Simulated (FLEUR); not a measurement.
# Calculated records

```xyz
1
Lattice="1.433 -2.027 0.000 1.433 2.027 0.000 0.000 0.000 14.000" Properties=species:S:1:pos:R:3 subject="Collinear magnetic orders of free Fe(110) film, 1 layer with FLEUR" method="PBEsol; all-electron FLAPW film, Dirac cores, scalar-relativistic bands (and 1 further level or step)" program="FLEUR MaX-R8.1" settings_of_one_run="kmax 3.68 1/bohr, gmax 11 1/bohr, muffin tin radii Fe: 2.23 bohr, lmax Fe: [8, 6], hist occupations, smearing width 0.05 eV, mixer Anderson, mixing 0.03, max iterations 120, stop 2.00e-5 me/bohr³, film mode on, collinear spin, 16×16×1 k-mesh, mesh matched on, starting moments 2.8 μB" cost="4 runs, 2.4 min in all on 4 MPI ranks of Arm Neoverse V1, shared host (the runs of this entry)" notes="The run is spin-polarised, with a total moment of 2.92 μB a cell. This is the lowest of 3 finished starts, no proof of the ground state." lowest_state_found="ferromagnetic (initial ferro +)" largest_site_spin_moment="2.87 μB" next_finished_state="antiferromagnetic, 300 meV a seeded atom higher" energy_gained_by_spin_polarisation="960 meV a seeded atom" hyperfine_field_at_fe1_along_its_moment="-4.18 T" orbital_moment_on_the_atom_of_largest_spin_along_its_spin_spin_orbit_run="0.0710 μB"
Fe    0.000    0.000    7.000
```

[Logs and program files are shortened in this print: banners, set-up blocks, solver, clock and traceback lines can be left out without a mark of their own.]

[Logs are printed without paths, hosts, clocks, repeated set-up lines and the standing remarks that a program may print on its own settings, such as how far it seeks lower states.]

[Hosts, paths, dates, database ids (printed as entryN), source tags and the programs' standing remarks are cut or masked in the printed files.]

[Where a cell is said to come from a database of computed structures, the database is the Materials Project.]
